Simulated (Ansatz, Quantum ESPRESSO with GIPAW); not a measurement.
# From 19F NMR to local structure in SrMgF4

A crystal of composition SrMgF4 (one database entry, not always the ambient form) has the 19F spectrum and parameters below, calculated by GIPAW (PBEsol; shifts against CFCl3, scatter of the reference line 7 ppm; spans on the shift scale).

Simulated spectrum: 19F MAS at 60 kHz, 9.4 T (376.7 MHz), lines broadened by 2 ppm; rigid lattice, with dipolar and J couplings left out. Lines over 1.5 % of the strongest (ppm: area): -114.5: 1.00, -194.2: 0.50, -210.0: 0.50.

```csv
line,δ_iso (ppm),relative area,span (ppm),skew
A,-114.5,2,35.4,-0.68
B,-194.2,1,15.4,-0.71
C,-210.0,1,42.0,0.65
```

Q: What surrounds each F site, and how symmetric is it?

The areas settle A, whose multiplicities are unique. The structure behind these values (space group Cmcm; other structures could give like values):

```csv
line,surroundings,neighbours,bonds (Å),site symmetry
A,bound to MgSr3,4,2.03 to 2.53,m
B,bound to Mg2Sr2,4,2.05 to 2.99,m2m
C,bound to Mg2,2,1.922,2/m
```

[Banner, clock, file and message-heading lines were taken out of the pw.x and gipaw.x logs.]

[Logs are printed without paths, hosts, clocks, repeated set-up lines and the standing remarks that a program may print on its own settings, such as how far it seeks lower states.]

[Hosts, paths, dates, database ids (printed as entryN), source tags and the programs' standing remarks are cut or masked in the printed files.]
